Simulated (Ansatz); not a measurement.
# GeH6CBr3N (CH3NH3GeBr3): band gap by G0W0 on PBEsol, part 3 of 3

Aim: the quasiparticle gap of GeH6CBr3N (CH3NH3GeBr3), starting from PBEsol.

Ansatz 0.2.0; PBEsol, then G0W0 on it, plane waves, PAW. Known limits of the many-body steps: finite bands, screening cutoff and k mesh; no spin-orbit coupling in G0W0.

So far. Step 3 (The PBEsol band structure): Over mesh and path the gap is 1.033 eV, direct, at k = (0.500, 0.500, 0.500). Step 4 (The quasiparticle correction): Over 12 of 36 irreducible mesh points the G0W0 gap is 1.897 eV, direct, at k = (-0.500, -0.500, -0.500). The PBEsol gap of this run on the mesh is 1.033 eV. The two states that bound the G0W0 gap lie that far apart at the start, so the correction of the gap is 1.897 − 1.033 = +0.864 eV.

The structure was built from a prototype and need not be the compound's stable phase.

In doubt: masses and optical values from hybrid runs of this build are listed as unsure (in some of the runs), which bears on the screening that GW takes from such a start.

## Step 5: Spin-orbit coupling

This run has two-component orbitals with spin-orbit coupling.

This step: DFT, PBEsol with spin-orbit coupling, plane waves, PAW; PAW set soft_1.

Input file input.yaml:

```yaml
crystal:
  lattice:
    - [5.5467969221, 0.3702694348, 0.0049253558]
    - [0.3702694348, 5.6450359083, -0.046829508]
    - [0.0049253558, -0.046829508, 5.5495500431]
  atoms:
    - { symbol: C, position: [0.9290273899, 0.9115766737, 1.002304231] }
    - { symbol: "N", position: [0.082932378, 0.1051282868, -0.0021496463] }
    - { symbol: H, position: [1.0472006063, 0.7401270702, 1.0007242073] }
    - { symbol: H, position: [0.192228908, 1.0925891574, 0.8439182886] }
    - { symbol: H, position: [0.81193204, -0.0760669468, 0.842588036] }
    - { symbol: H, position: [-0.0238869375, 0.2701527467, -0.0014611858] }
    - { symbol: H, position: [0.8177735738, -0.0694615116, 0.1667816348] }
    - { symbol: H, position: [0.1960831932, 1.0992905295, 0.1481715727] }
    - { symbol: Ge, position: [0.5122581063, 0.510998608, 0.479648026] }
    - { symbol: Br, position: [0.5190301639, 0.4745762345, 0.018859772] }
    - { symbol: Br, position: [0.4382141512, -0.0289307855, 0.4965308816] }
    - { symbol: Br, position: [-0.0332405306, 0.4691841807, 0.5037707734] }
kpoints:
  mp_grid: { grid: [4, 4, 4] }
  band_path:
    path: [[0.0, 0.0, 0.0], [0.5, 0.0, 0.0], [0.5, 0.5, 0.0], [0.5, 0.5, 0.5]]
    npoints: 1
hamiltonian:
  xc: pbesol
  pseudopotentials: { kind: paw_fr, azcp: { folder: soft_1 }, xc_functional: pbe }
scf:
  occupations: { method: fermi_dirac, width: 0.02 }
  n_extra_bands: 16
magnetization:
  noncollinear: true
  spin_orbit: true
output:
  eigenvalues: true
  forces: true
  stress: true
```

Launch:

```sh
$ ansatz run input.yaml --threads 2 --pin off --max-ram 92160MiB --backend cuda --events-out ev --progress --plain --runs-dir out --devices 1 --max-vram 13GiB
```

Numbers of over 12 decimals in the logs are rounded to 6 here.

Output:

```text
[...]
GPUs: using 1 of 1 available (devices: 1).
[...]
non-collinear run that drives no moment, with spin-orbit: no starting moment large enough to seed its density (crystal.atoms[].spin), no starting occupations that ask for one, no magnetisation constraint and no magnetic field, so the semilocal B_xc is pinned to zero
[...]
GPU FFT provider: cuFFT
GPU libraries: cuBLAS 13.8.2, cuFFT 12.4.0, cuSOLVER 12.3.4
Crystal: 12 atoms, lattice volume = 172.993 Å³
Basis set: ecut = 420 eV, 3385 PW (Γ), exchange–correlation on 80×80×80 points (8 copies of the dense FFT grid, shifted against one another)
Bands: 66, of which v1, the nominal top of the filled ones, is band 50 counted from 1 (49 counted from 0)
Symmetry: 1 space group operations + 1 with time reversal
[...]
k-points: 36 of 64 (time reversal used)
Projection manifold: j_resolved (fully-relativistic pseudo-atomic orbitals)
[...]
GPU buffer pool allocated for 64000 grid points (all kernels)
[...]
SCF iter   1: F=—  HF=-13191.634191 eV  |F-HF|=—  |Δ(HF+E_count)|=         —  Δρ=7.22e-2  dr2=9.24e0  dr2_m=0.00e0 (ungated)  ethr=3.10e-3  |M|=0.00e0 ∫|m|=0.00e0 μB  |m|>n=0.0e0 m-floor=0.0e0 τ_xc=0.0e0  β_m=0.30  ⟨swp⟩=7.8  Hψ=12263  notcnv=0  defer=107
[...]
spin=Noncollinear: Resta preconditioning applied to the charge; magnetization (m_x, m_y, m_z) channels mix plain (no charge-response kernel on spin).
[...]
site 10: m = (+0.0000, +0.0000, +0.0000) μB, |m| = 0.0000 μB  (R = 0.99 Å)
  site 11: m = (+0.0000, +0.0000, +0.0000) μB, |m| = 0.0000 μB  (R = 1.04 Å)
Free energy (F): -13188.531563 eV
[...]
Internal energy: -13188.531563 eV  (E = F + TS)
E sigma→0 (E₀):  -13188.531563 eV
Fermi energy:    4.115206 eV
[...]
--- Forces (eV/Å), atoms counted from 1 ---
  atom   1  C     -0.00154999     0.00646078    -0.00479303
  atom   2  N     -0.00453128    -0.00614180     0.01787177
  atom   3  H      0.00013510     0.00140378     0.00028783
  atom   4  H      0.00891299     0.00035941    -0.01275574
  atom   5  H      0.00390963    -0.00038405     0.00520146
  atom   6  H      0.00048289    -0.00233936    -0.00106519
  atom   7  H     -0.00325453    -0.00066462     0.00355460
  atom   8  H     -0.00575308     0.00153188    -0.00402003
  atom   9  Ge    -0.00862139    -0.00621543     0.00777456
  atom  10  Br     0.00089252     0.00169012    -0.00549085
  atom  11  Br     0.00890748    -0.00217969    -0.00429223
  atom  12  Br     0.00042228     0.00644636    -0.00226918
  max |Σ_I F_I| component: 4.74e-5 eV/Å
--- Stress (GPa, compression-positive) ---
        1.056588       0.005384      -0.019104
        0.005384       1.027109      -0.010568
       -0.019104      -0.010568       1.039660
  P = ⅓ Tr σ = 1.0411 GPa (10.411 kbar)
--- Band table (eV; the first three rows and the last of 36) ---
  k-point 0: bands = [... 46 lower, 1.4349, 1.4349, 1.6668, 1.6668, 6.9253, 6.9253, 7.5627, 7.5627, ... 12 higher]
  k-point 1: bands = [... 46 lower, 1.4182, 1.5597, 1.6592, 1.6860, 7.1126, 7.1802, 7.4406, 7.4802, ... 12 higher]
  k-point 2: bands = [... 46 lower, 1.5548, 1.5548, 2.0560, 2.0560, 5.5463, 5.5463, 7.4205, 7.4205, ... 12 higher]
  k-point 35: bands = [... 46 lower, 1.8776, 1.8776, 3.6205, 3.6205, 4.6099, 4.6099, 4.7985, 4.7985, ... 12 higher]
[key lines of the parts left out:]
SCF converged after 10 iterations
Magnetization: |M| = 0.0000 μB,  M = (+0.0000, +0.0000, +0.0000) μB
```

Run time: 12 s. Hardware: 1 × NVIDIA H100 80GB HBM3 (shared by 6 runs) with 2 threads of AMD EPYC 7R13 (Zen 3), shared host; peak memory 1 GiB.

This step gave:

* pressure: 1.041 GPa
* gap: 0.9894 eV
* valence top at: R
* conduction bottom at: R
* least direct gap: 0.9894 eV

Over mesh and listed points the gap is 0.989 eV, direct, at k = (0.500, 0.500, 0.500). PBEsol+SOC against PBEsol: 0.989 − 1.033 = −0.044 eV, with the same mesh, set of files (read in its fully relativistic form for the spin-orbit run) and cutoff, and both edges at the same k points. The spin-orbit run sees mesh and listed points alone, so its gap is an upper bound: the coupling can move an edge off these points, the more so as this crystal has no centre of inversion, and the change over the zone, its sign included where it is small, is not known.

## Step 6: Side by side

Each gap is the least one over the points named; times are wall times on shared hosts, not benchmarks. A G0W0 time includes the run's own self-consistent start. Runs with listed points see these and the mesh alone, so an edge that moves elsewhere is missed. Rows marked * are further runs, not shown as steps, whose inputs differ from the G0W0 step on the same start in the columns given; solver thresholds can differ too. Symmetry makes (0.500, 0.500, 0.500) and (-0.500, -0.500, -0.500) one point.

```
       level   mesh       files, cutoff  bands summed, screening                            points  gap (eV)               valence top         conduction bottom  least direct gap (eV)   time
      PBEsol  4×4×4  soft_1 PAW, 420 eV                        -                     mesh and path     1.033     (0.500, 0.500, 0.500)     (0.500, 0.500, 0.500)                  1.033   11 s
  PBEsol+SOC  4×4×4  soft_1 PAW, 420 eV                        -            mesh and listed points     0.989     (0.500, 0.500, 0.500)     (0.500, 0.500, 0.500)                  0.989   12 s
G0W0@PBEsol*  4×4×4  soft_1 PAW, 420 eV               172, 52 eV  12 of 36 irreducible mesh points     1.661  (-0.500, -0.500, -0.500)  (-0.500, -0.500, -0.500)                  1.661   34 s
 G0W0@PBEsol  4×4×4  soft_1 PAW, 420 eV              607, 130 eV  12 of 36 irreducible mesh points     1.897  (-0.500, -0.500, -0.500)  (-0.500, -0.500, -0.500)                  1.897  2 min
```

## Step 7: Results

- PBEsol gap over mesh and path: 1.033 eV, direct, at k = (0.500, 0.500, 0.500)
- G0W0@PBEsol gap over 12 of 36 irreducible mesh points: 1.897 eV, direct, at k = (-0.500, -0.500, -0.500)
- PBEsol+SOC gap over mesh and listed points: 0.989 eV
- GW settings: 4×4×4 mesh, 582 empty bands, screening to 130 eV, PAW set soft_1 files
- known limits: finite bands, screening cutoff and k mesh; no spin-orbit coupling in G0W0

In words: Over 12 of 36 irreducible mesh points the G0W0 gap is 1.897 eV, direct, at k = (-0.500, -0.500, -0.500). The PBEsol gap of this run on the mesh is 1.033 eV. The two states that bound the G0W0 gap lie that far apart at the start, so the correction of the gap is 1.897 − 1.033 = +0.864 eV. The valence state moves by 3.094 − 3.602 = −0.508 eV and the conduction state by 4.991 − 4.635 = +0.356 eV, on the run's own scale; with 172 bands the edge states move by +0.038 and +0.666 eV, so the split between the edges depends on the bands and cutoff. Both edges that PBEsol shows over mesh and path lie at k points where levels were corrected. Levels at other points were not corrected, so a lower G0W0 gap elsewhere in the zone is not ruled out. From 172 bands and 52 eV to 607 bands and 130 eV the gap moves by 1.897 − 1.661 = +0.236 eV; bands and screening cutoff rise together, so their parts are not told apart. Two runs can't test a law of convergence, so the limit is not known. G0W0 on other starts in this series, not shown as steps and not all at these settings: 2.177 eV on HSE06 (4×4×4, soft_1 PAW, 295 bands, 78 eV). PBEsol+SOC against PBEsol: 0.989 − 1.033 = −0.044 eV, with the same mesh, set of files (read in its fully relativistic form for the spin-orbit run) and cutoff, and both edges at the same k points. The spin-orbit run sees mesh and listed points alone, so its gap is an upper bound: the coupling can move an edge off these points, the more so as this crystal has no centre of inversion, and the change over the zone, its sign included where it is small, is not known. What spin-orbit coupling does to the G0W0 levels was not computed, so no sum with the G0W0 gap is formed. For the G0W0 step: the program marks 2 of the 96 corrected levels as in doubt (energies apart, Σc rises), neither edge state among them. The G0W0 runs are scalar-relativistic. No pair of G0W0 runs that differ in the mesh alone is shown (4×4×4 is a supercell whose nearest images lie 22 Å apart), so the error from the mesh is not known here. G0W0 is shown with one set of atomic data (soft_1 PAW), so the error from the files is not known here.

[Paths, hosts, dates, memory and timing lines, banners, echoed tables and standing remarks are left out of the program output.]

[Logs are printed without paths, hosts, clocks, repeated set-up lines and the standing remarks that a program may print on its own settings, such as how far it seeks lower states.]

[Runs of the session that timed out or met a known fault of the program may be left out.]

[Cells called generated may have been cut or substituted from an entry of the Crystallography Open Database or the Materials Project.]

[Hosts, paths, dates, database ids (printed as entryN), source tags and the programs' standing remarks are cut or masked in the printed files.]

[Where an RPA ε∞ is given, it is that of the G0W0 mesh and is not shown converged in it. Names of k-points follow the symmetry that the program found, which can be lower than the space group named. Band edges on a path are those of the sampled points; other points can move an edge, and change direct to indirect where valleys lie close.]

[Hybrid gaps are those of their k-mesh and are not shown converged in it.]
